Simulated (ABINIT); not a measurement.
# BaH2 (P6_3/mmc): G0W0 in ABINIT against the plane-wave cutoff, part 2 of 2

Wanted: the cheapest plane-wave cutoff that holds the gap of BaH2 (P6_3/mmc).

ABINIT 10.8.3; PBEsol and many-body steps on it, plane waves. Known limits of the many-body steps: not at the basis limit; no spin-orbit coupling; coarse k mesh.

So far. Step 5 (Empty states on the mesh, 3×3×2 mesh, 145 bands): On this mesh the gap is 1.473 eV. Step 6 (Screening, 3×3×2 mesh, 133 bands, screening to 130.6 eV): Local fields lower ε∞ by 10 %. On a Γ-centred mesh this coarse the value itself is usually too large, while a short band sum pulls it down.

## Step 8: Screening, 3×3×2 mesh, 133 bands, screening to 130.6 eV

This step: RPA screening on PBEsol, plane waves, norm-conserving pseudopotentials.

File run.abi:

```
acell 3*1.0 Angstrom
rprim 
  4.462025052349 0.000000000014 0.000000000000
  -2.231012526186 3.864227047650 0.000000000000
  0.000000000000 0.000000000000 6.055292590000
ntypat 2
znucl 56 1
natom 6
typat 1 1 2 2 2 2
xred 
  0.666666666667 0.333333333333 0.750000000000
  0.333333333333 0.666666666667 0.250000000000
  0.333333333333 0.666666666667 0.750000000000
  0.666666666667 0.333333333333 0.250000000000
  0.000000000000 0.000000000000 0.500000000000
  0.000000000000 0.000000000000 0.000000000000
pp_dirpath "pseudos"
pseudos "Ba.upf, H.upf"
ecut 26
ngkpt 3 3 2
nshiftk 1
shiftk 0 0 0
kptopt 1
chksymbreak 0
istwfk *1
occopt 1
irdwfk 1
optdriver 3
nband 133
ecuteps 4.8
inclvkb 2
awtr 1
symchi 1
indata_prefix "in"
outdata_prefix "out"
tmpdata_prefix "tmp"
```

The run is started by

```console
OMP_NUM_THREADS=1 mpirun -n 4 abinit run.abi > log
```

Numbers of over 12 decimals in the logs are rounded to 6 here.

Output:

```text
.Version 10.8.3 of ABINIT. v10.8.2 released Aug 2026.

 Symmetries : space group P6_3/m m c (#194); Bravais hP (primitive hexag.)
[... echo of the input left out ...]
== DATASET  1 ==================================================================
-   mpi_nproc: 4, omp_nthreads: 1 (-1 if OMP is not activated)

--- !DatasetInfo
iteration_state: {dtset: 1, }
dimensions: {natom: 6, nkpt: 6, mband: 133, nsppol: 1, nspinor: 1, nspden: 1, mpw: 4478, }
cutoff_energies: {ecut:  26.0, pawecutdg:  -1.0, }
electrons: {nelect:   2.40000000E+01, charge:   0.00000000E+00, occopt:   1.00000000E+00, tsmear:   1.00000000E-02, }

 SCREENING: Calculation of the susceptibility and dielectric matrices

 Based on a program developped by R.W. Godby, V. Olevano, G. Onida, and L. Reining.
 Incorporated in ABINIT by V. Olevano, G.-M. Rignanese, and M. Torrent.
.Using double precision arithmetic ; gwpc =  8

[... cell and pseudopotentials left out ...]
--------------------------------------------------------------------------------

 ==== K-mesh for the wavefunctions ====
 Number of points in the irreducible wedge :     6
[... list of points left out ...]
 Together with 24 symmetry operations and time-reversal symmetry
 yields    18 points in the full Brillouin Zone.

 ==== Q-mesh for the screening function ====
 Number of points in the irreducible wedge :     6
[... list of points left out ...]
 Together with 24 symmetry operations and time-reversal symmetry
 yields    18 points in the full Brillouin Zone.

 setmesh: FFT mesh size selected  =    24x   24x   40
          total number of points  =        23040

 vcoul_init : cutoff-mode = AUXILIARY_FUNCTION
 q-points for optical limit:   1
     1)      0.000010    0.000020    0.000030

- screening: taking advantage of time-reversal symmetry
- Maximum band index for partially occupied states nbvw = 12
- Remaining bands to be divided among processors   nbcw = 121
- Number of bands treated by each node ~30

 Number of electrons calculated from density =   24.0000; Expected =   24.0000
 average of density, n =  0.034063
 r_s =    1.9137
 omega_plasma =   17.8032 [eV]

 calculating chi0 at frequencies [eV] :
  1    0.000000E+00    0.000000E+00
  2    0.000000E+00    1.780320E+01

--------------------------------------------------------------------------------
  q-point number  1        q = ( 0.000000, 0.000000, 0.000000) [r.l.u.]
--------------------------------------------------------------------------------
[... chi0 elements left out ...]
 For q-point:  0.000010 0.000020 0.000030
  dielectric constant =   5.8451
  dielectric constant without local fields =   6.5090

  Average fulfillment of the sum rule on Im[epsilon] for q-point    1 :     89.36  [%]
[... wings left out ...]
  q-point number  2        q = ( 0.333333, 0.000000, 0.000000) [r.l.u.]
--------------------------------------------------------------------------------
[... chi0 elements left out ...]
  Average fulfillment of the sum rule on Im[epsilon] for q-point    2 :     94.85  [%]

 [... 4 further q-points ...]
```

Run time: 29 s. Hardware: 4 MPI ranks of Intel Xeon Platinum 8259CL at 2.50GHz (Skylake/Cascade Lake), shared host; peak memory 0.9 GiB.

This step gave:

| Quantity | Value |
| --- | --- |
| ε∞ with local fields, on this mesh, along the program's q direction | 5.845 |
| the same without local fields | 6.509 |
| plasma frequency | 17.80 eV |
| plane waves in the screening matrix | 329 |

## Step 9: 26 Ha

The self-energy is evaluated for the states that the input lists, and the levels follow from it, in one-shot runs by the linearised quasiparticle equation.

This step: G0W0 on PBEsol, plane waves, norm-conserving pseudopotentials.

Changes to run.abi since step 8:

```diff
@@ -27,8 +27,17 @@
 irdwfk 1
-optdriver 3
+optdriver 4
 nband 133
+gwcalctyp 0
+ecutsigx 26
+symsigma 1
+nkptgw 2
+kptgw 
+  0.0000000000 0.0000000000 0.0000000000
+  0.3333333333 0.3333333333 0.5000000000
+bdgw 
+  11 14
+  11 14
 ecuteps 4.8
-inclvkb 2
-awtr 1
-symchi 1
+irdscr 1
+ppmodel 1
 indata_prefix "in"
```

Output:

```text
.Version 10.8.3 of ABINIT. v10.8.2 released Aug 2026.

 Symmetries : space group P6_3/m m c (#194); Bravais hP (primitive hexag.)
[... echo of the input left out ...]
== DATASET  1 ==================================================================
-   mpi_nproc: 4, omp_nthreads: 1 (-1 if OMP is not activated)

--- !DatasetInfo
iteration_state: {dtset: 1, }
dimensions: {natom: 6, nkpt: 6, mband: 133, nsppol: 1, nspinor: 1, nspden: 1, mpw: 4478, }
cutoff_energies: {ecut:  26.0, pawecutdg:  -1.0, }
electrons: {nelect:   2.40000000E+01, charge:   0.00000000E+00, occopt:   1.00000000E+00, tsmear:   1.00000000E-02, }

 SIGMA: Calculation of the GW corrections

 Based on a program developped by R.W. Godby, V. Olevano, G. Onida, and L. Reining.
 Incorporated in ABINIT by V. Olevano, G.-M. Rignanese, and M. Torrent.
.Using double precision arithmetic ; gwpc =  8

[... cell and pseudopotentials left out ...]
--------------------------------------------------------------------------------

 ==== K-mesh for the wavefunctions ====
 Number of points in the irreducible wedge :     6
[... list of points left out ...]
 Together with 24 symmetry operations and time-reversal symmetry
 yields    18 points in the full Brillouin Zone.

 ==== Q-mesh for screening function ====
 Number of points in the irreducible wedge :     6
[... list of points left out ...]
 Together with 24 symmetry operations and time-reversal symmetry
 yields    18 points in the full Brillouin Zone.

 vcoul_init : cutoff-mode = AUXILIARY_FUNCTION
 q-points for optical limit:   1
     1)      0.000010    0.000020    0.000030
 setmesh: FFT mesh size selected  =    36x   36x   54
          total number of points  =        69984

 Number of electrons calculated from density =   24.0000; Expected =   24.0000
[...]
number of omega for Sigma on real axis              0
 max omega for Sigma on real axis  [eV]           0.00
 zcut for avoiding poles [eV]                     0.10

 EPSILON^-1 parameters (SCR file):
 dimension of the eps^-1 matrix on file            329
 dimension of the eps^-1 matrix used               329
 number of plane-waves for wavefunctions          4467
 number of bands                                   133
 number of q-points in IBZ                           6
 number of frequencies                               2
 number of real frequencies                          1
 number of imag frequencies                          1

 matrix elements of self-energy operator (all in [eV])

 Perturbative Calculation

--- !SelfEnergy_ee
iteration_state: {dtset: 1, }
kpoint     : [   0.000,    0.000,    0.000, ]
spin       : 1
KS_gap     :    2.724
QP_gap     :    4.307
Delta_QP_KS:    1.583
data: !SigmaeeData |
     Band     E0 <VxcDFT>   SigX SigC(E0)      Z dSigC/dE  Sig(E)    E-E0       E
       11   3.625 -10.599 -13.539   1.818   0.773  -0.294 -11.466  -0.867   2.757
       12   4.133 -10.775 -13.534   1.651   0.775  -0.290 -11.634  -0.859   3.274
       13   6.857  -9.229  -4.726  -3.612   0.814  -0.229  -8.504   0.724   7.581
[...]
--- !SelfEnergy_ee
iteration_state: {dtset: 1, }
kpoint     : [   0.333,    0.333,    0.500, ]
spin       : 1
KS_gap     :    3.016
QP_gap     :    4.615
Delta_QP_KS:    1.599
data: !SigmaeeData |
     Band     E0 <VxcDFT>   SigX SigC(E0)      Z dSigC/dE  Sig(E)    E-E0       E
[...]
13   5.605  -8.695  -4.280  -3.601   0.814  -0.228  -8.032   0.663   6.268
       14   5.605  -8.695  -4.280  -3.601   0.814  -0.228  -8.032   0.663   6.268

== END DATASET(S) ==============================================================
================================================================================

 -outvars: echo values of variables after computation  --------
           etotal      0.0000000000E+00
            nband         133
             nkpt           6
          spgroup         194
 [... the other variables as echoed above ...]

 Calculation completed.
```

Run time: 16 s. Hardware: 4 MPI ranks; peak memory 0.85 GiB.

Numbers from this step:

```
G0W0 gap on the points computed              : 2.994 eV
starting gap on the mesh                     : 1.472 eV
k of the valence top                         : 0, 0, 0
k of the conduction bottom                   : 0.3333, 0.3333, 0.5
Z at the valence top                         : 0.775
Z at the conduction bottom                   : 0.814
least direct G0W0 gap on the computed points : 4.307 eV
```

The gap on the mesh goes from 1.47 eV to 2.99 eV, a correction of +1.52 eV.

## Step 10: Screening, 3×3×2 mesh, 133 bands, screening to 130.6 eV

This step: RPA screening on PBEsol, plane waves, norm-conserving pseudopotentials.

Changes to run.abi since step 9:

```diff
@@ -18,3 +18,3 @@
 pseudos "Ba.upf, H.upf"
-ecut 26
+ecut 32
 ngkpt 3 3 2
@@ -27,17 +27,8 @@
 irdwfk 1
-optdriver 4
+optdriver 3
 nband 133
-gwcalctyp 0
-ecutsigx 26
-symsigma 1
-nkptgw 2
-kptgw 
-  0.0000000000 0.0000000000 0.0000000000
-  0.3333333333 0.3333333333 0.5000000000
-bdgw 
-  11 14
-  11 14
 ecuteps 4.8
-irdscr 1
-ppmodel 1
+inclvkb 2
+awtr 1
+symchi 1
 indata_prefix "in"
```

Output:

```text
.Version 10.8.3 of ABINIT. v10.8.2 released Aug 2026.

 Symmetries : space group P6_3/m m c (#194); Bravais hP (primitive hexag.)
[... echo of the input left out ...]
== DATASET  1 ==================================================================
-   mpi_nproc: 4, omp_nthreads: 1 (-1 if OMP is not activated)

--- !DatasetInfo
iteration_state: {dtset: 1, }
dimensions: {natom: 6, nkpt: 6, mband: 133, nsppol: 1, nspinor: 1, nspden: 1, mpw: 6126, }
cutoff_energies: {ecut:  32.0, pawecutdg:  -1.0, }
[...]
--------------------------------------------------------------------------------
[... chi0 elements left out ...]
 For q-point:  0.000010 0.000020 0.000030
  dielectric constant =   5.8404
  dielectric constant without local fields =   6.5037

  Average fulfillment of the sum rule on Im[epsilon] for q-point    1 :     89.36  [%]
[... wings left out ...]
  q-point number  2        q = ( 0.333333, 0.000000, 0.000000) [r.l.u.]
--------------------------------------------------------------------------------
[... chi0 elements left out ...]
  Average fulfillment of the sum rule on Im[epsilon] for q-point    2 :     94.84  [%]

 [... 4 further q-points ...]
```

Run time: 58 s. Hardware: 4 MPI ranks; peak memory 1.4 GiB.

This step gave:

- ε∞ with local fields, on this mesh, along the program's q direction: 5.840
- the same without local fields: 6.504
- plasma frequency: 17.80 eV
- plane waves in the screening matrix: 329

## Step 11: 32 Ha

This step: G0W0 on PBEsol, plane waves, norm-conserving pseudopotentials.

Changes to run.abi since step 10:

```diff
@@ -27,8 +27,17 @@
 irdwfk 1
-optdriver 3
+optdriver 4
 nband 133
+gwcalctyp 0
+ecutsigx 32
+symsigma 1
+nkptgw 2
+kptgw 
+  0.0000000000 0.0000000000 0.0000000000
+  0.3333333333 0.3333333333 0.5000000000
+bdgw 
+  11 14
+  11 14
 ecuteps 4.8
-inclvkb 2
-awtr 1
-symchi 1
+irdscr 1
+ppmodel 1
 indata_prefix "in"
```

Output:

```text
.Version 10.8.3 of ABINIT. v10.8.2 released Aug 2026.

 Symmetries : space group P6_3/m m c (#194); Bravais hP (primitive hexag.)
[... echo of the input left out ...]
== DATASET  1 ==================================================================
-   mpi_nproc: 4, omp_nthreads: 1 (-1 if OMP is not activated)

--- !DatasetInfo
iteration_state: {dtset: 1, }
dimensions: {natom: 6, nkpt: 6, mband: 133, nsppol: 1, nspinor: 1, nspden: 1, mpw: 6126, }
cutoff_energies: {ecut:  32.0, pawecutdg:  -1.0, }
[...]
Band     E0 <VxcDFT>   SigX SigC(E0)      Z dSigC/dE  Sig(E)    E-E0       E
[...]
13   5.605  -8.695  -4.279  -3.601   0.814  -0.228  -8.031   0.663   6.268
       14   5.605  -8.695  -4.279  -3.601   0.814  -0.228  -8.031   0.663   6.268

== END DATASET(S) ==============================================================
================================================================================

 -outvars: echo values of variables after computation  --------
           etotal      0.0000000000E+00
            nband         133
             nkpt           6
          spgroup         194
 [... the other variables as echoed above ...]

 Calculation completed.
```

Wall time 27 s (4 MPI ranks); peak memory 1.3 GiB.

This step gave:

```
G0W0 gap on the points computed              : 2.996 eV
starting gap on the mesh                     : 1.473 eV
k of the valence top                         : 0, 0, 0
k of the conduction bottom                   : 0.3333, 0.3333, 0.5
least direct G0W0 gap on the computed points : 4.309 eV
```

Against the run before, the gap moves by +0.002 eV.

## Step 12: Screening, 3×3×2 mesh, 133 bands, screening to 130.6 eV

This step: RPA screening on PBEsol, plane waves, norm-conserving pseudopotentials.

Changes to run.abi since step 11:

```diff
@@ -18,3 +18,3 @@
 pseudos "Ba.upf, H.upf"
-ecut 32
+ecut 40
 ngkpt 3 3 2
@@ -27,17 +27,8 @@
 irdwfk 1
-optdriver 4
+optdriver 3
 nband 133
-gwcalctyp 0
-ecutsigx 32
-symsigma 1
-nkptgw 2
-kptgw 
-  0.0000000000 0.0000000000 0.0000000000
-  0.3333333333 0.3333333333 0.5000000000
-bdgw 
-  11 14
-  11 14
 ecuteps 4.8
-irdscr 1
-ppmodel 1
+inclvkb 2
+awtr 1
+symchi 1
 indata_prefix "in"
```

Output:

```text
.Version 10.8.3 of ABINIT. v10.8.2 released Aug 2026.

 Symmetries : space group P6_3/m m c (#194); Bravais hP (primitive hexag.)
[... echo of the input left out ...]
== DATASET  1 ==================================================================
-   mpi_nproc: 4, omp_nthreads: 1 (-1 if OMP is not activated)

--- !DatasetInfo
iteration_state: {dtset: 1, }
dimensions: {natom: 6, nkpt: 6, mband: 133, nsppol: 1, nspinor: 1, nspden: 1, mpw: 8556, }
cutoff_energies: {ecut:  40.0, pawecutdg:  -1.0, }
[...]
--------------------------------------------------------------------------------
[... chi0 elements left out ...]
 For q-point:  0.000010 0.000020 0.000030
  dielectric constant =   5.8398
  dielectric constant without local fields =   6.5031

  Average fulfillment of the sum rule on Im[epsilon] for q-point    1 :     89.36  [%]
[... wings left out ...]
  q-point number  2        q = ( 0.333333, 0.000000, 0.000000) [r.l.u.]
--------------------------------------------------------------------------------
[... chi0 elements left out ...]
  Average fulfillment of the sum rule on Im[epsilon] for q-point    2 :     94.84  [%]

 [... 4 further q-points ...]
```

Wall time 47 s (4 MPI ranks); peak memory 1.4 GiB.

This step gave:

```
ε∞ with local fields, on this mesh, along the program's q direction : 5.840
the same without local fields                                       : 6.503
plasma frequency                                                    : 17.80 eV
plane waves in the screening matrix                                 : 329
```

## Step 13: 40 Ha

This step: G0W0 on PBEsol, plane waves, norm-conserving pseudopotentials.

Changes to run.abi since step 12:

```diff
@@ -27,8 +27,17 @@
 irdwfk 1
-optdriver 3
+optdriver 4
 nband 133
+gwcalctyp 0
+ecutsigx 40
+symsigma 1
+nkptgw 2
+kptgw 
+  0.0000000000 0.0000000000 0.0000000000
+  0.3333333333 0.3333333333 0.5000000000
+bdgw 
+  11 14
+  11 14
 ecuteps 4.8
-inclvkb 2
-awtr 1
-symchi 1
+irdscr 1
+ppmodel 1
 indata_prefix "in"
```

Output:

```text
.Version 10.8.3 of ABINIT. v10.8.2 released Aug 2026.

 Symmetries : space group P6_3/m m c (#194); Bravais hP (primitive hexag.)
[... echo of the input left out ...]
== DATASET  1 ==================================================================
-   mpi_nproc: 4, omp_nthreads: 1 (-1 if OMP is not activated)

--- !DatasetInfo
iteration_state: {dtset: 1, }
dimensions: {natom: 6, nkpt: 6, mband: 133, nsppol: 1, nspinor: 1, nspden: 1, mpw: 8556, }
cutoff_energies: {ecut:  40.0, pawecutdg:  -1.0, }
[...]
Band     E0 <VxcDFT>   SigX SigC(E0)      Z dSigC/dE  Sig(E)    E-E0       E
[...]
13   5.605  -8.695  -4.279  -3.601   0.814  -0.228  -8.031   0.663   6.268
       14   5.605  -8.695  -4.279  -3.601   0.814  -0.228  -8.031   0.663   6.268

== END DATASET(S) ==============================================================
================================================================================

 -outvars: echo values of variables after computation  --------
           etotal      0.0000000000E+00
            nband         133
             nkpt           6
          spgroup         194
 [... the other variables as echoed above ...]

 Calculation completed.
```

Elapsed: 18 s, on 4 MPI ranks; peak memory 1.3 GiB; 71 s of CPU time.

Numbers from this step:

```
G0W0 gap on the points computed              : 2.997 eV
starting gap on the mesh                     : 1.473 eV
k of the valence top                         : 0, 0, 0
k of the conduction bottom                   : 0.3333, 0.3333, 0.5
least direct G0W0 gap on the computed points : 4.310 eV
```

Against the run before, the gap moves by +0.001 eV.

## Step 14: The runs together

Times are wall times on 4 MPI ranks of Intel Xeon Platinum 8259CL at 2.50GHz (Skylake/Cascade Lake), shared host, good to a factor of about two. A run's time includes the screening step that it read.

```tsv
run	mesh	bands	screening cutoff (eV)	DFT gap (eV)	gap on the mesh (eV)	direct (eV)	ε∞ used	time
19 Ha	3×3×2	133	130.6	1.462	2.981	4.294	5.87	42 s
26 Ha	3×3×2	133	130.6	1.472	2.994	4.307	5.85	45 s
32 Ha	3×3×2	133	130.6	1.473	2.996	4.309	5.84	85 s
40 Ha	3×3×2	133	130.6	1.473	2.997	4.310	5.84	65 s
```

## Step 15: Results

```
19 Ha        : 2.981 eV
26 Ha        : 2.994 eV
32 Ha        : 2.996 eV
40 Ha        : 2.997 eV
known limits : not at the basis limit; no spin-orbit coupling; coarse k mesh
```

What this shows: The setting moved: plane-wave cutoff. From 19 Ha to 40 Ha the gap moves by +0.02 eV. It holds to 0.03 eV from 19 Ha on. Bands and screening cutoff are coupled, so a series along one setting does not show full convergence. Bands and cutoff are finite, so the gap is not at the basis limit. The miss can reach some tenths of an eV and take either sign; the mesh is an error of its own. In the G0W0 runs levels were corrected at 2 k points alone, so a gap called «on the mesh» is the least over those, and an edge elsewhere would be missed. The 3×3×2 mesh is coarse for this cell, which bears on the long-range parts of exchange and screening. The many-body steps are scalar-relativistic: spin-orbit coupling is not in them.

[Paths, hosts, dates, memory and timing lines, banners, echoed tables and standing remarks are left out of the program output.]

[Logs are printed without paths, hosts, clocks, repeated set-up lines and the standing remarks that a program may print on its own settings, such as how far it seeks lower states.]

[Runs of the session that timed out or met a known fault of the program may be left out.]

[Hosts, paths, dates, database ids (printed as entryN), source tags and the programs' standing remarks are cut or masked in the printed files.]

[G0W0 gaps are taken among the corrected bands and points alone; a level outside them can change the order at an edge.]

[Where Ansatz stands beside ABINIT at settings called matched, ABINIT's density can come from a denser mesh and the files from another edition; pairs whose starting gaps differed by over 0.03 eV were left out, so agreement reads better than it is.]
